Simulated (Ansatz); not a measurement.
**Na3BrO (Pm-3m):V_O, thermodynamic levels from a 60-atom cell**

Aim: at which Fermi levels does V_O in Na3BrO (Pm-3m) change its charge? The model is a cell of 60 host atoms with 1 O taken out.

Method: place-levels on PBEsol runs: charge-transition levels and formation energies with image-charge correction and potential alignment at the atomic sites, in Ansatz 0.2.0.

## (1) The structure

The cell holds 59 atoms: 36 Na, 12 Br and 11 O. Its edges and angles: a = 10.156 Å, b = 12.847 Å, c = 9.084 Å, α = 90.0°, β = 90.0°, γ = 108.4°. It derives from Na3BrO (space group Pm-3m). Nearest the centre at fractional (0.667, 0.417, 0.750): Na18 at 2.27 Å, Na9 at 2.27 Å, Na50 at 2.27 Å, Na24 at 2.27 Å, Na20 at 2.27 Å, Na46 at 2.27 Å, Br39 at 3.93 Å, Br54 at 3.93 Å.

Screening for the image-charge correction: ε∞ = 3.26, ε0 = 9.40, from a response run on this crystal (DFPT, PBEsol) at that run's own cell.

The cell's shortest repeat is 9.1 Å.

## (2) The runs of each charge state

A transition level is the Fermi level at which two charge states cost the same, so each charge needs its own total energy, at its own relaxed structure.

Each atom starts 0.05 Å or so off its site in a random direction: a symmetric start keeps its symmetry, and would miss off-centre moves and Jahn–Teller distortions. Forces are taken at one point at (¼, ¼, ¼). The cell holds 1 electron more than the neutral one, with a uniform background that keeps it neutral on the whole. The electron count is odd, so at least one spin is unpaired; this run locks the moment at 1 μB.

The sampling was tested on the host first: at the k-points planned (1x1x1 shifted 0.25 0.25 0.25) its energy lies 0.000 eV an atom from the dense-mesh value, under the bound of 0.02 eV set for this test; that bounds the host's error, not the defect's.

One of the inputs; charge, spin and start change from state to state.

File qm1_M1.relax/input.yaml:

```yaml
crystal:
  lattice:
    - [9.08406599, 4.54203299, 0.0]
    - [-9.08406599, 9.08406599, 0.0]
    - [0.0, 0.0, 9.08406599]
  atoms:
    - { symbol: Na, position: [0.16666667, 0.16666667, 0.25] }
    - { symbol: Na, position: [0.5, 0.0, 0.25] }
[... 6 atom lines left out ...]
    - { symbol: Na, position: [0.66666667, 0.41666667, 0.0] }
[... 1 atom line left out ...]
    - { symbol: Br, position: [0.33333333, 0.33333333, 0.0] }
    - { symbol: Br, position: [0.66666667, 0.16666667, 0.0] }
[... 2 atom lines left out ...]
    - { symbol: O, position: [0.66666667, 0.41666667, 0.25] }
[... 2 atom lines left out ...]
    - { symbol: Na, position: [0.83333333, 0.33333333, 0.75] }
[... 1 atom line left out ...]
    - { symbol: Na, position: [0.5, 0.25, 0.75] }
    - { symbol: Na, position: [0.83333333, 0.08333333, 0.75] }
[... 2 atom lines left out ...]
    - { symbol: Na, position: [0.66666667, 0.41666667, 0.5] }
[... 1 atom line left out ...]
    - { symbol: Br, position: [0.33333333, 0.33333333, 0.5] }
    - { symbol: Br, position: [0.66666667, 0.16666667, 0.5] }
    - { symbol: O, position: [0.0, 0.25, 0.75] }
    - { symbol: O, position: [0.33333333, 0.08333333, 0.75] }
[... 9 atom lines left out ...]
    - { symbol: Br, position: [0.0, 0.5, 0.0] }
[... 1 atom line left out ...]
    - { symbol: Br, position: [0.66666667, 0.66666667, 0.0] }
[... 4 atom lines left out ...]
    - { symbol: Na, position: [0.5, 0.5, 0.75] }
[... 3 atom lines left out ...]
    - { symbol: Na, position: [0.83333333, 0.58333333, 0.75] }
[... 3 atom lines left out ...]
    - { symbol: Br, position: [0.0, 0.5, 0.5] }
[... 1 atom line left out ...]
    - { symbol: Br, position: [0.66666667, 0.66666667, 0.5] }
    - { symbol: O, position: [0.0, 0.75, 0.75] }
    - { symbol: O, position: [0.33333333, 0.58333333, 0.75] }
    - { symbol: O, position: [0.66666667, 0.91666667, 0.75] }
  host:
    repeats: [1, 2, 2]
    atoms:
      - { symbol: Na, position: [0.16666667, 0.33333333, 0.5] }
      - { symbol: Na, position: [0.5, 0.0, 0.5] }
      # ... 13 more atoms of the perfect host
total_charge: -1
basis:
  ecutwfc: 420
  xc_grid: 2
hamiltonian:
  xc: pbesol
kpoints:
  mp_grid: { grid: [1, 1, 1], shift: [0.25, 0.25, 0.25] }
magnetization:
  spin_polarized: true
  initial_magnetization: 1
  spin_locking: { lock_magnetization: hard }
scf:
  occupations: { method: fixed }
  max_iter: 60
output:
  forces: true
  charged_corrections:
    epsilon: 3.26
    static_epsilon: 9.4
    defect_position: [0.666667, 0.416667, 0.75]
relax:
  f_tol: 0.02
  max_steps: 80
  random_displacement: { amplitude: 0.05, seed: 5752 }
checkpoint:
  write: "../qm1_M1.relax.run"
  compress: false
  write_wavefunctions: true
  write_every: 100000
```

Run with:

```sh
ansatz run input.yaml --threads 4 --pin off --max-ram 14131MiB --backend cpu --events-out ev --progress --plain --runs-dir out
```

The relaxed structure is kept and the sampling changed to a 2×2×2 shifted mesh.

The run of this state that the levels use, under PBEsol:

File qm1_M1.point/input.yaml:

```yaml
crystal:
  checkpoint: "../qm1_M1.relax.run"
  host: checkpoint
total_charge: -1
basis:
  ecutwfc: 420
  xc_grid: 2
hamiltonian:
  xc: pbesol
kpoints:
  mp_grid: { grid: [2, 2, 2], shift: [0.5, 0.5, 0.5] }
magnetization:
  spin_polarized: true
  initial_magnetization: 1
  spin_locking: { lock_magnetization: hard }
scf:
  occupations: { method: fermi_dirac, width: 0.01 }
  max_iter: 60
output:
  forces: true
  eigenvalues: true
  charged_corrections:
    epsilon: 3.26
    static_epsilon: 9.4
    defect_position: [0.666667, 0.416667, 0.75]
  eigenstates: { localisation: true }
  populations: true
  efg: {}
checkpoint:
  read: "../qm1_M1.relax.run"
  write: "../qm1_M1.point.run"
  compress: false
  write_wavefunctions: false
  write_every: 100000
```

Relaxations under PBEsol at one point at (¼, ¼, ¼); times on 4 threads of Arm Neoverse V1, shared host:

```
charge  moment (μB)  occupations    outcome  steps  largest displacement against the far atoms (Å)     time
    −1            1        fixed  converged      4                                            0.10  2.3 min
     0            0        fixed  converged      4                                            0.11     65 s
    +1            1        fixed  converged      5                                            0.19  2.4 min
    +2            0        fixed  converged      6                                            0.34     94 s
```

Single points under PBEsol at a 2×2×2 shifted mesh; times on 4 threads of Arm Neoverse V1, shared host:

```
charge  moment (μB)  occupations    outcome     time
    −1            1  fermi-dirac  converged  3.6 min
     0            0  fermi-dirac  converged     92 s
    +1            1  fermi-dirac  converged  3.7 min
    +2            0  fermi-dirac  converged     96 s
```

Distances (Å) from the ideal centre to the nearest atoms after relaxation with PBEsol:

```
charge  moment (μB)       1.       2.       3.       4.       5.       6.
    −1            1  Na 2.33  Na 2.34  Na 2.36  Na 2.36  Na 2.37  Na 2.37
     0            0  Na 2.34  Na 2.34  Na 2.36  Na 2.37  Na 2.37  Na 2.38
    +1            1  Na 2.38  Na 2.39  Na 2.43  Na 2.43  Na 2.45  Na 2.45
    +2            0  Na 2.44  Na 2.45  Na 2.52  Na 2.52  Na 2.56  Na 2.57
```

## (3) Placing the levels, PBEsol

A charged cell interacts with its images and the background, and its potential has another zero than the host's. place-levels removes the first by a point-charge model, screened by the static dielectric constant since the ions have relaxed around the charge, and the second by comparing potentials at atoms far from the defect.

The host is a run of the defect-free crystal in the same cutoffs, grids and k-points, so that basis and sampling errors cancel in part in the differences. Its band edges come from a run of the primitive cell that searches the zone for them. The host is run in a cell of 15 atoms on a matching mesh. Chemical potentials are energies per atom of O (O2 molecule), run with the same functional and cutoff.

File levels.point.yaml:

```yaml
host:
  run: host.point.run
  levels_from: { run: edges.point.run }
states: [qm1_M1.point.run, q0.point.run, qp1_M1.point.run, qp2.point.run]
geometry_from:
  qm1_M1.point.run: qm1_M1.relax.run
  q0.point.run: q0.relax.run
  qp1_M1.point.run: qp1_M1.relax.run
  qp2.point.run: qp2.relax.run
chemical_potentials:
  O:
    energy: -558.282649
    dataset: "<sha256 of the dataset>"
epsilon: 3.26
static_epsilon: 9.4
vertical:
  - { from: qm1_M1.point.run, to: qm1_M1.point_neutral.run }
  - { from: qp1_M1.point.run, to: qp1_M1.point_neutral.run }
  - { from: qp2.point.run, to: qp2.point_neutral.run }
```

Run with:

```sh
ansatz place-levels levels.point.yaml -- --threads 4 --pin off --max-ram 14131MiB
```

Numbers of over 12 decimals in the logs are rounded to 6 here.

The program printed:

```text
[... repeated set-up lines and file paths are left out, and long positions are rounded to six places ...]
(+2/+1) 0.581 eV above the valence edge, 1.357 eV under the conduction edge
(+1/0) 1.527 eV above the valence edge, 0.411 eV under the conduction edge
(0/-1) 1.982 eV above the valence edge (+2.932 eV without the band-filling correction), in the conduction band
formation energy of charge +2: +2.592 eV with the Fermi level at the valence edge
formation energy of charge +1: +3.173 eV with the Fermi level at the valence edge
formation energy of charge 0: +4.700 eV with the Fermi level at the valence edge
formation energy of charge -1: +6.682 eV with the Fermi level at the valence edge
vertical -1 to 0: no energy, since no alignment is typed
  the change from vertical[0].from (qm1_M1.point.run) to vertical[0].to (qm1_M1.point_neutral.run): by its potential at epsilon 3.26 it stands at 0.663 0.916 0.751, with an rms radius of about 7.1 Å (4.3 4.6 3.3 Å across the planes of the cell's vectors); [...]
vertical +1 to 0: no energy, since no alignment is typed
  the change from vertical[1].from (qp1_M1.point.run) to vertical[1].to (qp1_M1.point_neutral.run): by its potential at epsilon 3.26 it stands at 0.666 0.417 0.749, with an rms radius of about 3.4 Å (1.7 2.1 2.1 Å across the planes of the cell's vectors); [...]
vertical +2 to 0: no energy, since no alignment is typed
  the change from vertical[2].from (qp2.point.run) to vertical[2].to (qp2.point_neutral.run): by its potential at epsilon 3.26 it stands at 0.667 0.416 0.750, with an rms radius of about 3.8 Å (1.9 2.4 2.2 Å across the planes of the cell's vectors); [...]
  edges by pbesol of host.levels_from (edges.point.run), its mesh sampled to repeats of 27.25 Å (the valence edge +0.043 eV and the conduction edge -0.624 eV from those of the host's own run), gap 1.938 eV; the host is sampled to repeats of 27.25 Å
  the defect's cells are sampled to repeats of 27.25 Å, like sampling
  charge +2: -92197.7660 eV with its correction of +0.772 eV, at epsilon 9.4, aligned at sites: -0.0232 eV, mean over 45 atomic sites at or beyond 4.54 Å from the defect at [0.6667, 0.4167, 0.7500], with -0.026688 for the charge's moments and without [...]
  charge +1: -92193.6573 eV with its correction of +0.198 eV, at epsilon 9.4, aligned at sites: -0.0064 eV, mean over 45 atomic sites at or beyond 4.54 Å from the defect at [0.6667, 0.4167, 0.7500], with +0.000000 for the charge's moments and without [...]
  charge 0: +0.000 eV for its dipole among its images, +0.000 omitted
  charge -1: -92182.1435 eV with its correction of +0.156 eV, at epsilon 9.4, aligned at sites: +0.0483 eV, mean over 45 atomic sites at or beyond 4.54 Å from the defect at [0.6667, 0.4167, 0.7500], with +0.009782 for the charge's moments and without [...]
  of states[3] (qp2.point.run): it parts from the run at its places by a charge that spreads by about 2.2 Å along one vector (1.6 Å or more is wide), by its potential at epsilon 3.26, taken for that of held ions (one typed too small widens it), where the cell [...]
  of states[2] (qp1_M1.point.run): it parts from the run at its places by a charge that spreads by about 2.1 Å along one vector (1.6 Å or more is wide), by its potential at epsilon 3.26, taken for that of held ions (one typed too small widens it), where the [...]
  of states[1] (q0.point.run): its alignment with the host at atomic sites is doubtful: the mean over the far sites moves by -0.0672 eV from their farther parts to their nearer, more than 0.05 eV. [...]
  of states[0] (qm1_M1.point.run): it parts from the run at its places by a charge that spreads by about 4.3 Å along one vector (1.7 Å or more is wide), by its potential at epsilon 3.26, taken for that of held ions (one typed too small widens it), where the [...]
  of vertical[0].from (qm1_M1.point.run): its moments are held at its close (magnetization.spin_locking), by a field of 0.001 eV a Bohr magneton, and its energy and levels are of the state that this holds: a run that lets them go can end lower; [...]
  of vertical[1].from (qp1_M1.point.run): it parts from the run at its places by a charge that spreads by about 2.1 Å along one vector (1.6 Å or more is wide), by its potential at epsilon 3.26, taken for that of held ions (one typed too small widens it), [...]
  of vertical[2].from (qp2.point.run): it parts from the run at its places by a charge that spreads by about 2.2 Å along one vector (1.6 Å or more is wide), by its potential at epsilon 3.26, taken for that of held ions (one typed too small widens it), where [...]
```

Run time: 0.47 s. Hardware: 4 threads of Arm Neoverse V1, shared host.

Levels between the charges placed, in eV above the valence top:

```
        gap (eV)  (+2/+1)  (+1/0)  (0/−1)
PBEsol      1.94     0.58    1.53    1.98
```

Corrections by state:

```
charge  moment (μB)  image terms and alignment (eV)  band filling (eV)  ε used  over the lowest of its charge, as the program ranks them, band filling apart (eV)
    +2          0.0                           0.772                  -    9.40                                                                              0.000
    +1          1.0                           0.198                  -    9.40                                                                              0.000
     0          0.0                           0.000                  -       -                                                                              0.000
    −1          1.0                           0.156             -0.950    9.40                                                                              0.000
```

The charged structures listed were also run neutral, and place-levels reads from each pair, by the potential or the spins, how wide the charge is by which they differ; that can be the carrier of either run.

```
charge  rms radius (Å)  spread where it is widest against the cell (Å)  wide from (Å)  reading
    +2             3.8                                            2.24           1.57     wide
    +1             3.4                                            2.06           1.57     wide
    −1             7.1                                            4.28           1.67     wide
```

The neutral runs of these pairs need not share the spin of the lowest neutral state, and very wide values only mean spread over the cell.

From the program's caveats on the states, each cut to its opening words:

- charge +2: it parts from the run at its places by a charge that spreads by about 2.2 Å along one vector (1.6 Å or more is wide), by its potential at epsilon 3.26, taken [...]
- charge +2: its alignment with the host at atomic sites is doubtful: the mean over the far sites moves by +0.1633 eV from their farther parts to their nearer, more than [...]
- charge +2: the far atoms show a dipole or second moment of the defect's charge, for which the correction takes or leaves out 0.053 eV: further moments aren't read, and [...]
- charge +1 (1 μB): it parts from the run at its places by a charge that spreads by about 2.1 Å along one vector (1.6 Å or more is wide), by its potential at epsilon 3.26, taken [...]
- charge +1 (1 μB): its alignment with the host at atomic sites is doubtful: the mean over the far sites moves by +0.0520 eV from their farther parts to their nearer, more than [...]
- charge 0: its alignment with the host at atomic sites is doubtful: the mean over the far sites moves by -0.0672 eV from their farther parts to their nearer, more than [...]
- charge −1 (1 μB): it parts from the run at its places by a charge that spreads by about 4.3 Å along one vector (1.7 Å or more is wide), by its potential at epsilon 3.26, taken [...]
- charge −1 (1 μB): a band-filling correction moves a carrier to the host's band edge, which changes its energy by -0.950 eV
- charge −1 (1 μB): its alignment with the host at atomic sites is doubtful: the mean over the far sites moves by -0.1302 eV from their farther parts to their nearer, more than [...]
- charge −1 (1 μB): its moments are held at its close (magnetization.spin_locking), by a field of 0.001 eV a Bohr magneton, and its energy and levels are of the state that this [...]

Chemical potentials of the elements' reference phases, run alike. Formation energies (elemental references), with the Fermi level at the valence top and at the conduction bottom (gap 1.94 eV):

```
charge  at valence top (eV)  at conduction bottom (eV)  correction included (eV)
    +2                 2.59                       6.47                      0.77
    +1                 3.17                       5.11                      0.20
     0                 4.70                       4.70                      0.00
    −1                 6.68                       4.74                     -0.79
```

```tsv
Fermi level (eV)	lowest formation energy (eV)
0.00	2.59
0.18	2.94
0.35	3.30
0.53	3.65
0.70	3.88
0.88	4.05
1.06	4.23
1.23	4.41
1.41	4.58
1.59	4.70
1.76	4.70
1.94	4.70
```

## (4) The same at the relaxations' own k-points

The relaxations' own energies give the levels at their sampling, for comparison.

File levels.relax_mesh.yaml:

```yaml
host:
  run: host.relax.run
  levels_from: { run: edges.relax.run }
states: [qm1_M1.relax.run, q0.relax.run, qp1_M1.relax.run, qp2.relax.run]
chemical_potentials:
  O:
    energy: -558.282649
    dataset: "<sha256 of the dataset>"
```

Run with:

```sh
ansatz place-levels levels.relax_mesh.yaml -- --threads 4 --pin off --max-ram 14131MiB
```

The program printed:

```text
(+2/+1) 0.581 eV above the valence edge, 1.357 eV under the conduction edge
(+1/0) 1.567 eV above the valence edge, 0.371 eV under the conduction edge
[...]
formation energy of charge +2: +2.591 eV with the Fermi level at the valence edge
formation energy of charge +1: +3.172 eV with the Fermi level at the valence edge
formation energy of charge 0: +4.738 eV with the Fermi level at the valence edge
formation energy of charge -1: +6.720 eV with the Fermi level at the valence edge
  edges by pbesol of host.levels_from (edges.relax.run), its mesh sampled to repeats of 27.25 Å (the valence edge +0.060 eV and the conduction edge -0.841 eV from those of the host's own run), gap 1.938 eV; the host is sampled to repeats of 13.63 Å
[... the lines on each state left out ...]
```

The job ended after 0.16 s (4 threads).

Levels between neighbouring charges, in eV above the valence top:

```
                        gap (eV)  (+2/+1)  (+1/0)  (0/−1)
one point at (¼, ¼, ¼)      1.94     0.58    1.57    1.98
  a 2×2×2 shifted mesh      1.94     0.58    1.53    1.98
```

Going from one point at (¼, ¼, ¼) to a 2×2×2 shifted mesh moves the levels that carry no band-filling term by up to 0.04 eV and formation energies against the elements by up to 0.04 eV; band-filling terms, which differ between samplings, are in these energies.

## (5) What came out

```yaml
gap_of_the_host: 1.94 eV (PBEsol)
level_plus_2_plus_1: 0.58 eV above the valence top
level_plus_1_over_0: 1.53 eV above the valence top
level_0_minus_1: 1.98 eV above the valence top, past the conduction bottom (2.93 eV above the valence top without the band-filling term)
lowest_of_the_charges_placed_just_above_the_valence_top_0p02_ev: +2
lowest_of_the_charges_placed_just_below_the_conduction_bottom_0p02_ev: 0
lowest_formation_energy_at_mid_gap_of_the_charges_run_elemental_references: 4.14 eV
```

In words: Of the charges placed (−1, 0, +1 and +2), the lowest changes at 0.58 eV (+2/+1) and 1.53 eV (+1/0) above the valence top, in a gap of 1.94 eV. Charges above +2 were not placed, so these runs say nothing of levels that involve them. States placed: +2 at 0 μB; +1 at 1 μB; 0 at 0 μB; −1 at 1 μB. Other spin states or structures, where not listed, weren't placed. The program finds carriers beyond a band edge of the host and adds a band-filling term at charge −1 (-0.95 eV); steps to such a charge show no bound level, and a defect level inside a band would be read the same way. Going from one point at (¼, ¼, ¼) to a 2×2×2 shifted mesh moves the levels that carry no band-filling term by up to 0.04 eV and formation energies against the elements by up to 0.04 eV; band-filling terms, which differ between samplings, are in these energies. The program doubts the alignment of potentials for at least one state, a sign that the cell is small. Limits: PBEsol makes the gap too small and tends to spread out bound carriers; where a gas molecule sets a chemical potential or the host's formation energy, its binding is uncorrected.

[Logs are printed without paths, hosts, clocks, repeated set-up lines and the standing remarks that a program may print on its own settings, such as how far it seeks lower states.]

[Hosts, paths, dates, database ids (printed as entryN), source tags and the programs' standing remarks are cut or masked in the printed files.]

[Where a table of states has a column of steps, it counts the stored structures, which are thinned; the runs took as many ionic steps or more.]

[A defect's name tells the site on which it was built; relaxed atoms can leave that site.]

[For some hosts the program warned that the k-mesh of the response run may be too coarse for force constants and the static dielectric constant; such warnings are not shown here.]
